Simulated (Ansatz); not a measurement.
## LaP (model cell, started as CsCl type): following an unstable mode

Which phase does LaP (model cell, started as CsCl type) fall into along its unstable mode, and how much energy does it gain?

Program: Ansatz 0.2.0. Level of theory: DFT PBE, scalar-relativistic, plane waves, PAW. Results are calculated unless marked as measured.

The structure was built from a prototype and need not be the compound's stable phase.

## Step 1: Starting point

Symmetry: Pm-3m, No. 221, cubic system. Conventional cell: a = 3.641 Å, b = 3.641 Å, c = 3.641 Å, α = 90.00°, β = 90.00°, γ = 90.00°. Nearest to La lie 8 P at 3.15 Å. Nearest to P lie 8 La at 3.15 Å. Farther neighbours are not listed.

## Step 2: The dispersion

The cell comes from relaxations at this level that are not shown. Stability and thermal properties need the whole zone. Linear response on a 4×4×4 q mesh gives force constants as far as a supercell of that size would.

Contents of input.yaml:

```yaml
crystal:
  lattice:
    - [3.6414751386, 0.0, 0.0]
    - [0.0, 3.6414751386, 0.0]
    - [0.0, 0.0, 3.6414751386]
  atoms:
    - { symbol: La, position: [0.0, 0.0, 0.0] }
    - { symbol: P, position: [0.5, 0.5, 0.5] }
kpoints:
  mp_grid: { grid: [12, 12, 12] }
hamiltonian:
  xc: pbe
scf:
  occupations: { method: methfessel_paxton, width: 0.15 }
output:
  eigenvalues: true
phonons:
  method: dfpt
  qmesh: [4, 4, 4]
  temperatures: { t_max: 1000, t_step: 50 }
  qpath:
    path:
      - [[0.0, 0.0, 0.0], [0.0, 0.5, 0.0], [0.5, 0.5, 0.0], [0.0, 0.0, 0.0], [0.5, 0.5, 0.5], [0.0, 0.5, 0.0]]
      - [[0.5, 0.5, 0.5], [0.5, 0.5, 0.0]]
    npoints: 10
```

On the command line:

```console
> ansatz run input.yaml --threads 4 --pin off --max-ram 7168MiB --backend cpu --events-out ev --progress --plain --runs-dir out
```

Numbers of over 12 decimals in the logs are rounded to 6 here.

The log of the run:

```text
Engine: ansatz 0.2.0, aarch64-unknown-linux-gnu
Pseudopotentials: kind: paw
Pseudopotential: La, paw, valence charge 11, recommended cutoff 420 eV (normal), La.paw.azcp
Pseudopotential: P, paw, valence charge 5, recommended cutoff 420 eV (normal), P.paw.azcp
Functional definition: PBE
  parameter kappa = 0.804
  parameter beta = 0.066725
  exchange = pbe_x(kappa = kappa, mu = beta*pi^2/3)
  correlation = pbe_c(beta = beta)
Crystal: 2 atoms, lattice volume = 48.287 Å³
Basis set: ecut = 420 eV, 949 PW (Γ), exchange–correlation on 50×50×50 points (8 copies of the dense FFT grid, shifted against one another)
Bands: 12, of which v1, the nominal top of the filled ones, is band 8 counted from 1 (7 counted from 0)
Symmetry: 48 space group operations
k-points: 84 of 1728
Non-local potential: La, projectors of the file, l = 0: 3, l = 1: 2, l = 2: 2, l = 3: 3
Non-local potential: P, projectors of the file, l = 0: 2, l = 1: 2, l = 2: 2
PAW form: soft (Blöchl's): semilocal exchange-correlation on the pseudo side does not see the compensation charge
PAW one-centre angular grid: La, 590 points (default); XC on 64 Gauss nodes
PAW one-centre angular grid: P, 110 points (default); XC on 64 Gauss nodes
Initial density: superposition of atomic densities (neutral atoms: chi_scale 0, normalization atom), corrected by the library's trained network
Initial wavefunctions: pseudopotential atomic-orbital guess
Functional: x = pbe(κ = 0.804, μ = 0.219515), c = pbe(β = 0.066725)
SCF iter   1: F=—  HF=-7008.211372 eV  |F-HF|=—  |Δ(HF+E_count)|=         —  Δρ=6.06e-3  dr2=3.32e-2  ethr=1.77e-3  ⟨swp⟩=4.3  Hψ=5097  notcnv=0
preconditioner: auto → none  [metal: Δε(μ)=0.074 eV  Ē_g=10.875 eV  σ=0.150 eV  W_gap=0.37  n_scr=6 (ndim 8)  ℏωp=20.0 eV  f_vac=0.000  D(μ)=0.54/eV (n_scr^D=0)  sad-step TF]
SCF iter   2: F=—  HF=-7008.205962 eV  |F-HF|=—  |Δ(HF+E_count)|=   5.41e-3  S|Δr|=    0.00e0  Δρ=3.37e-3  dr2=7.66e-3  ethr=2.07e-4  ⟨swp⟩=1.6  Hψ=1784  notcnv=0
SCF iter   3: F=—  HF=-7008.205894 eV  |F-HF|=—  |Δ(HF+E_count)|=   6.78e-5  S|Δr|=    0.00e0  Δρ=1.16e-3  dr2=1.67e-3  ethr=4.79e-5  ⟨swp⟩=2.8  Hψ=1667  notcnv=0
SCF iter   4: F=—  HF=-7008.205575 eV  |F-HF|=—  |Δ(HF+E_count)|=   3.19e-4  S|Δr|=    0.00e0  Δρ=2.67e-4  dr2=3.84e-5  ethr=1.04e-5  ⟨swp⟩=2.2  Hψ=1431  notcnv=0
SCF iter   5: F=—  HF=-7008.205574 eV  |F-HF|=—  |Δ(HF+E_count)|=   1.28e-6  S|Δr|=    0.00e0  Δρ=4.92e-5  dr2=5.20e-7  ethr=2.40e-7  ⟨swp⟩=2.7  Hψ=1699  notcnv=0
SCF iter   6: F=—  HF=-7008.205574 eV  |F-HF|=—  |Δ(HF+E_count)|=   6.00e-7  S|Δr|=    0.00e0  Δρ=5.10e-6  dr2=9.63e-9  ethr=3.25e-9  ⟨swp⟩=2.8  Hψ=1745  notcnv=0
SCF iter   7: F=—  HF=-7008.205574 eV  |F-HF|=—  |Δ(HF+E_count)|=   1.57e-9  S|Δr|=    0.00e0  Δρ=8.00e-7  dr2=1.37e-10  ethr=6.02e-11  ⟨swp⟩=2.1  Hψ=1414  notcnv=0
SCF iter   8: F=-7008.205574 eV  HF=-7008.205574 eV  |F-HF|=9.09e-13  |Δ(HF+E_count)|=  1.40e-10  S|Δr|=    0.00e0  Δρ=9.42e-8  dr2=2.51e-12  ethr=1.00e-12  ⟨swp⟩=8.5  Hψ=6464  notcnv=0
SCF 1 converged in 8 iterations: F = -7008.205574 eV  dr2 = 2.51e-12
  greatest PAW one-centre occupation: 0.971 electrons in one spin orbital (limit 2), on the La atom at site 0 (counted from 0), in its partial waves of l = 0
Initial density: read from a saved state, or passed on in memory by an earlier SCF of this step, an earlier step, the calling program or the single point that the run made first
iter 1 solved again at ethr=3.48e-8 eV; its pass at ethr=3.10e-3 eV (dr2=5.56e-6 eV) is discarded
SCF iter   1: F=—  HF=-7008.205574 eV  |F-HF|=—  |Δ(HF+E_count)|=         —  Δρ=1.42e-7  dr2=1.22e-11  ethr=3.48e-8  ⟨swp⟩=4.7  Hψ=9083  notcnv=0
eigensolver tolerance schedule: the retry pair's looser diagonalisation over-reported the residual by 456839.55 of it (diagonalisation noise at an unbounded share of the residual, at the tolerance the schedule requests for it); recorded, not acted on — ethr = c·dr2/N_el stays at c = 1.0e-1
preconditioner: auto → none  [metal: Δε(μ)=0.076 eV  Ē_g=10.835 eV  σ=0.150 eV  W_gap=0.40  n_scr=6 (ndim 8)  ℏωp=20.0 eV  f_vac=0.000  D(μ)=0.61/eV (n_scr^D=0)]
SCF iter   2: F=—  HF=-7008.205574 eV  |F-HF|=—  |Δ(HF+E_count)|=   9.41e-8  S|Δr|=    0.00e0  Δρ=1.27e-7  dr2=1.61e-11  ethr=1.00e-12  ⟨swp⟩=3.5  Hψ=2473  notcnv=0
SCF iter   3: F=-7008.205574 eV  HF=-7008.205574 eV  |F-HF|=9.09e-13  |Δ(HF+E_count)|=    0.00e0  S|Δr|=    0.00e0  Δρ=5.63e-8  dr2=1.24e-12  ethr=1.00e-12  ⟨swp⟩=2.8  Hψ=3172  notcnv=0
SCF 2 converged in 3 iterations: F = -7008.205574 eV  dr2 = 1.24e-12
phonons: the bands overlap, so this run is a metal and interpolates without the dipole-dipole term. If the crystal is really an insulator or semiconductor, its LO-TO splitting is missing
NSCF: frozen V_eff on 84 k-points
WARN: eigensolver did not converge in 2 slots of this pass, the one above among them; of largest residual over every band (k=61): 1 band(s) unlocked (lowest unlocked band 11, counted from 0; max residual 4.35e-5 eV among the unlocked bands, 4.35e-5 eV over every band); of lowest unlocked band (k=43): band 11
NSCF: frozen V_eff on 196 k-points
DFPT response loops at q = (0, 0, 0) (fractional): preconditioner auto → Kerker (q_TF=auto, 2.270 Å⁻¹) (partly filled bands, converged f_vac=0.000); β = 1.00, the filter's whole step (`scf.mixing.beta` (0.50) is not read by the response loops under this deck's `scf.mixing.preconditioner`; to damp them name `kerker` or `kerker_dos`, under which they read `scf.mixing.beta`, and type it under 1.00, their step now; both keys bind the ground state too); Broyden in place of MSR1
NSCF: frozen V_eff on 1176 k-points
DFPT response loops at q = (0, 0, 0.25) (fractional): mixed as the last ones told, above
NSCF: frozen V_eff on 686 k-points
DFPT response loops at q = (0, 0, -0.5) (fractional): mixed as the last ones told, above
NSCF: frozen V_eff on 2016 k-points
DFPT response loops at q = (0, 0.25, 0.25) (fractional): mixed as the last ones told, above
NSCF: frozen V_eff on 1176 k-points
DFPT response loops at q = (0, 0.25, -0.5) (fractional): mixed as the last ones told, above
NSCF: frozen V_eff on 686 k-points
DFPT response loops at q = (0, -0.5, -0.5) (fractional): mixed as the last ones told, above
NSCF: frozen V_eff on 1872 k-points
DFPT response loops at q = (0.25, 0.25, 0.25) (fractional): mixed as the last ones told, above
NSCF: frozen V_eff on 2016 k-points
DFPT response loops at q = (0.25, 0.25, -0.5) (fractional): mixed as the last ones told, above
NSCF: frozen V_eff on 1176 k-points
DFPT response loops at q = (0.25, -0.5, -0.5) (fractional): mixed as the last ones told, above
NSCF: frozen V_eff on 392 k-points
DFPT response loops at q = (-0.5, -0.5, -0.5) (fractional): mixed as the last ones told, above
SCF converged after 8 iterations
Stability not checked: this state was not tested for a lower state beside it, because cold or Methfessel-Paxton smearing, or corrected tetrahedra, fill the levels in a way that the test cannot read (fill_not_monotonic; see scf.lower_state_search)
Free energy (F): -7008.205574 eV
Harris-Foulkes:  -7008.205574 eV  (|F-HF|=9.09e-13)
Internal energy: -7008.206865 eV  (E = F + TS)
E sigma→0 (E₀):  -7008.205897 eV
Entropy (-TS):   0.001291 eV (0.645 meV/atom)
Fermi energy:    11.297767 eV
--- Per-component energies (eV) ---
  E_band       = -9.901155
  E_kinetic    = 262.136306
  E_local      = -317.673895  (includes V_loc(G=0)·N_el)
  E_nonlocal   = 130.936195
  E_hartree    = 98.064055
  E_xc         = -201.286010
  E_vxc        = -208.983768  (∫ρ·V_xc dr)
  E_paw        = -5986.936852  (= ΣΔE_a)
  E_vpaw       = -72.444123  (= ΣTr[D̂ρ^β])
  E_aug_tail   = 0.000002  (compensation charges beyond the density's cutoff)
  E_ewald      = -993.446665
  E_smearing   = 0.001291  (= −TS)
  E_closure    = -0.000000  (closes the sum)
  Σ components = -7008.205574   (vs F -7008.205574, Δ=0.00e0)
--- Band table (eV; the first three rows and the last of 84) ---
  k-point 0: bands = [... 4 lower, 1.2355, 10.5483, 10.5483, 11.4984, 11.4984, 11.4984, 13.5787, 13.5787]
  k-point 1: bands = [... 4 lower, 1.3373, 10.3602, 10.5980, 11.4271, 11.4271, 11.5614, 13.5573, 13.5769]
  k-point 2: bands = [... 4 lower, 1.6129, 9.7189, 10.7430, 11.2296, 11.2296, 11.9783, 13.4908, 13.5725]
  k-point 83: bands = [... 4 lower, 3.2617, 7.4031, 7.4031, 7.4031, 13.6042, 13.6042, 13.6042, 13.9171]
--- Phonons (Γ-DFPT): 2 representative perturbations + reference (Σ response iterations 6) ---
  ASR residual: 1.174e-4 → 0.000e0 eV/Å²; symmetrization residual: 3.999e-7 eV/Å²
  ASR residual per site (eV/Å²): 1.17e-4 3.37e-5
  Γ frequencies (cm⁻¹): 0.00 0.00 0.00 88.77 88.77 88.77
--- Phonons (arbitrary-q DFPT): 10 irreducible q on the 4×4×4 mesh ---
  q = [0.0000, 0.0000, 0.0000] (star 1, of the zone-centre solve; hermiticity 1.09e-6, symmetrization 1.26e-11): -0.00 0.00 0.00 88.77 88.77 88.77
  q = [0.0000, 0.0000, 0.2500] (star 6, 4 solved perturbations in 1848 linear systems a pass and spin channel, the states on 588 of 1728 k-point pairs; hermiticity 1.61e-7, symmetrization 1.31e-13): -47.47 -47.47 95.36 127.55 127.55 228.60
  q = [0.0000, 0.0000, -0.5000] (star 3, 4 solved perturbations in 1078 linear systems a pass and spin channel, the states on 343 of 1728 k-point pairs; hermiticity 2.51e-14, symmetrization 8.60e-14): -63.11 -63.11 133.42 149.36 149.36 269.33
  q = [0.0000, 0.2500, 0.2500] (star 12, 4 solved perturbations in 3108 linear systems a pass and spin channel, the states on 1008 of 1728 k-point pairs; hermiticity 1.17e-7, symmetrization 1.16e-14): -65.05 79.59 85.05 124.58 186.68 233.78
  q = [0.0000, 0.2500, -0.5000] (star 12, 6 solved perturbations on 588 of 1728 k-point pairs; hermiticity 1.34e-7, symmetrization 1.21e-14): -69.87 71.61 118.32 118.48 194.30 246.49
  q = [0.0000, -0.5000, -0.5000] (star 3, 4 solved perturbations in 1078 linear systems a pass and spin channel, the states on 343 of 1728 k-point pairs; hermiticity 1.38e-8, symmetrization 1.73e-14): -73.25 73.05 107.87 107.87 218.91 218.91
  q = [0.2500, 0.2500, 0.2500] (star 8, 2 solved perturbations on 936 of 1728 k-point pairs; hermiticity 1.04e-7, symmetrization 8.21e-14): 75.15 75.51 75.51 194.29 194.29 217.90
  q = [0.2500, 0.2500, -0.5000] (star 12, 4 solved perturbations in 3108 linear systems a pass and spin channel, the states on 1008 of 1728 k-point pairs; hermiticity 1.13e-7, symmetrization 3.58e-14): 64.39 70.99 113.08 173.20 199.15 233.61
  q = [0.2500, -0.5000, -0.5000] (star 6, 4 solved perturbations in 1848 linear systems a pass and spin channel, the states on 588 of 1728 k-point pairs; hermiticity 1.10e-7, symmetrization 8.49e-14): 64.84 104.95 104.95 172.98 215.08 215.08
  q = [-0.5000, -0.5000, -0.5000] (star 1, 2 solved perturbations on 196 of 1728 k-point pairs; hermiticity 6.56e-14, symmetrization 7.87e-13): 105.97 105.97 105.97 218.12 218.12 218.12
  sum rule: each row above includes the acoustic sum rule's correction from the zone centre's row sums; it moved no ω² by more than (0.54 cm⁻¹)²
  mesh force constants: q→R imaginary residual 1.64e-18; ASR residual 1.174e-4 → 0.000e0 eV/Å²; symmetrization residual 4.441e-15 eV/Å²
  interpolated dispersion: 62 rows × 6 modes
  density of states and harmonic sums: on the 20×20×20 q-mesh, interpolated from the force constants of a 4×4×4 supercell (no non-analytic term)
  largest difference from the sums on the solved wave vectors: F 4.72e-3 eV, S 1.49e-5 and C_V 5.87e-6 eV/K
  zero-point energy: 0.046519 eV/cell   skipped modes (ω ≤ 0): 239, of them read as no rigid motion or as one in doubt: 236 (8.179e-1 modes/cell left out, lowest -73.39 cm⁻¹)   left out of the sums: 1.36e-1 of the cell's modes: C_V's classical limit lies that fraction below 3 k_B per atom; for a crystal, a wire or a layer, F and S can be off by more, and a phonons.interpolated_qmesh denser along its periods is the remedy for the sampling
```

Run time: 4.2 min. Hardware: 4 threads of Arm Neoverse V2, shared host; peak memory 1.8 GiB.

In the SCF lines HF is the Harris–Foulkes energy and dr2 the Hartree energy of the density residual, in eV; the loop may stop once dr2 is under the threshold and the program's other checks hold. Hψ counts applications of the Hamiltonian.

Numbers from this step:

* volume per atom: 24.14 Å³
* gap on the k-mesh: 0 eV
* sum-rule residual before enforcement: 1.17e-4 eV/Å²
* lowest frequency on the path: -73.39 cm⁻¹
* point group: m-3m
* highest frequency on the path or at a solved wavevector: 269.3 cm⁻¹
* highest optical mode at the zone centre (no LO-TO term): 88.77 cm⁻¹
* lowest optical zone-centre mode: 88.77 cm⁻¹
* lowest mode on the q mesh (acoustic modes at Γ apart): -73.25 cm⁻¹

Frequencies (cm⁻¹) solved at each irreducible wavevector; negative means imaginary. Frequencies by wavevector, by row:

```
q in reciprocal lattice units  star  mode 1  mode 2  mode 3  mode 4  mode 5  mode 6
                        0 0 0     1       0       0       0    88.8    88.8    88.8
                     0 0 0.25     6   -47.5   -47.5    95.4   127.5   127.5   228.6
                     0 0 -0.5     3   -63.1   -63.1   133.4   149.4   149.4   269.3
                  0 0.25 0.25    12     -65    79.6      85   124.6   186.7   233.8
                  0 0.25 -0.5    12   -69.9    71.6   118.3   118.5   194.3   246.5
                  0 -0.5 -0.5     3   -73.2      73   107.9   107.9   218.9   218.9
               0.25 0.25 0.25     8    75.2    75.5    75.5   194.3   194.3   217.9
               0.25 0.25 -0.5    12    64.4      71   113.1   173.2   199.2   233.6
               0.25 -0.5 -0.5     6    64.8     105     105     173   215.1   215.1
               -0.5 -0.5 -0.5     1     106     106     106   218.1   218.1   218.1
```

Interpolated from a 4×4×4 q mesh. The phonon branches at the labelled points (cm⁻¹):

```
    point  branch 1  branch 2  branch 3  branch 4  branch 5  branch 6
        Γ         0         0         0        89        89        89
  halfway       -48       -48        95       128       128       229
        X       -63       -63       133       149       149       269
  halfway       -70        72       118       118       194       246
        M       -73        73       108       108       219       219
  halfway       -65        80        85       125       187       234
        Γ         0         0         0        89        89        89
  halfway        75        76        76       194       194       218
        R       106       106       106       218       218       218
  halfway        64        71       113       173       199       234
        X       -63       -63       133       149       149       269
jump to R       106       106       106       218       218       218
  halfway        65       105       105       173       215       215
        M       -73        73       108       108       219       219
```

The phonon branches as a text plot (rows in cm⁻¹):

```
    262 |     *****                                    ***
    248 |    *     *                                 **
    234 |   *       **   *****                      *
    219 |             ****    *        **   ********      *******
    205 |           **    ***        **  ****    ****      *
    191 |                    * *        *         ** *      *
    176 |  *      **          *        *            * *      *
    162 |                           ***              * *
    148 |     ****             **                     ****
    134 | * ** *****                *                  ***    *
    119 |     *    **      ******  *                ***
    105 |* * *      *******     ** *        ********      *******
     91 |** *       ***  *****   **      ***      **       *
     77 |              **    **         *          **       *   *
     62 |  *                  **       *            *        *
     48 | *        *           *     **              *
     34 |                       *   *
     19 |*                       * *
      5 |         *               *
     -9 |*                       *                    *
    -23 | **                    *                     *
    -38 |                      *                              *
    -52 |   ***  *            *                        *       *
    -66 |      ***************                          **      *
         Γ      X      M          Γ            R        X|R     M
```

Symmetry leaves 10 wavevectors to solve. The lowest mode among them, the acoustic zeros apart, lies at q = (0, -0.5, -0.5) and is imaginary, 73.2i cm⁻¹, so the energy falls along it.

## Step 3: The mode frozen in, largest atomic shift 0 Å

The mode followed lies at q = (0, -0.5, -0.5) with frequency 73.2i cm⁻¹, the softest among the wavevectors solved. At small amplitude the distorted cell has space group no. 129 by a symmetry search on the positions. The undistorted cell that holds it gives the zero of energy on the same k mesh.

System of this step: LaP (model cell, started as CsCl type). It takes space group Pm-3m (No. 221, cubic). Conventional cell: a = 3.641 Å, b = 3.641 Å, c = 3.641 Å, α = 90.00°, β = 90.00°, γ = 90.00°. La has 8 P at 3.15 Å nearest. P has 8 La at 3.15 Å nearest. Farther neighbours are not listed.

Contents of input.yaml:

```yaml
crystal:
  lattice:
    - [-3.6414751386, 0.0, 0.0]
    - [0.0, -3.6414751386, -3.6414751386]
    - [0.0, -3.6414751386, 3.6414751386]
  atoms:
    - { symbol: La, position: [0.0, 0.5, 0.5] }
    - { symbol: La, position: [0.0, 1.0, 0.0] }
    - { symbol: P, position: [0.5, 1.0, 0.5] }
    - { symbol: P, position: [0.5, 0.5, 0.0] }
kpoints:
  mp_grid: { grid: [10, 8, 8] }
hamiltonian:
  xc: pbe
scf:
  occupations: { method: methfessel_paxton, width: 0.15 }
output:
  forces: true
  stress: true
  eigenvalues: true
```

The log of the run:

```text
[...]
Crystal: 4 atoms, lattice volume = 96.574 Å³
Basis set: ecut = 420 eV, 1901 PW (Γ), exchange–correlation on 50×72×72 points (8 copies of the dense FFT grid, shifted against one another)
Bands: 20, of which v1, the nominal top of the filled ones, is band 16 counted from 1 (15 counted from 0)
Symmetry: 32 space group operations
[...]
k-points: 90 of 640
[...]
--- Band table (eV; the first three rows and the last of 90) ---
  k-point 0: bands = [... 12 lower, 10.5481, 10.5486, 11.4494, 11.4975, 11.4975, 11.4978, 11.6078, 13.5221]
  k-point 1: bands = [... 12 lower, 10.4539, 10.5053, 11.2865, 11.4212, 11.4744, 11.6863, 11.6879, 13.4890]
  k-point 2: bands = [... 12 lower, 10.0062, 10.2757, 11.2222, 11.2422, 11.2890, 12.0791, 12.1217, 13.3838]
  k-point 89: bands = [... 12 lower, 9.5487, 9.5487, 11.4486, 11.4486, 11.6078, 11.6078, 13.5219, 13.5219]
[key lines of the parts left out:]
SCF converged after 6 iterations
Free energy (F): -14016.411269 eV
Fermi energy:    11.318445 eV
P = ⅓ Tr σ = 0.0010 GPa (0.010 kbar)
```

Elapsed: 2.7 s, on 4 threads; peak memory 0.47 GiB; 10 s of CPU time.

Numbers from this step:

```
pressure                         : 0.001047 GPa
energy from the undistorted cell : 0 meV/atom
```

The run ends at a pressure of 0.00 GPa.

(Continued in part 2 of 2.)

[Logs are printed without paths, hosts, clocks, repeated set-up lines and the standing remarks that a program may print on its own settings, such as how far it seeks lower states.]

[Hosts, paths, dates, database ids (printed as entryN), source tags and the programs' standing remarks are cut or masked in the printed files.]
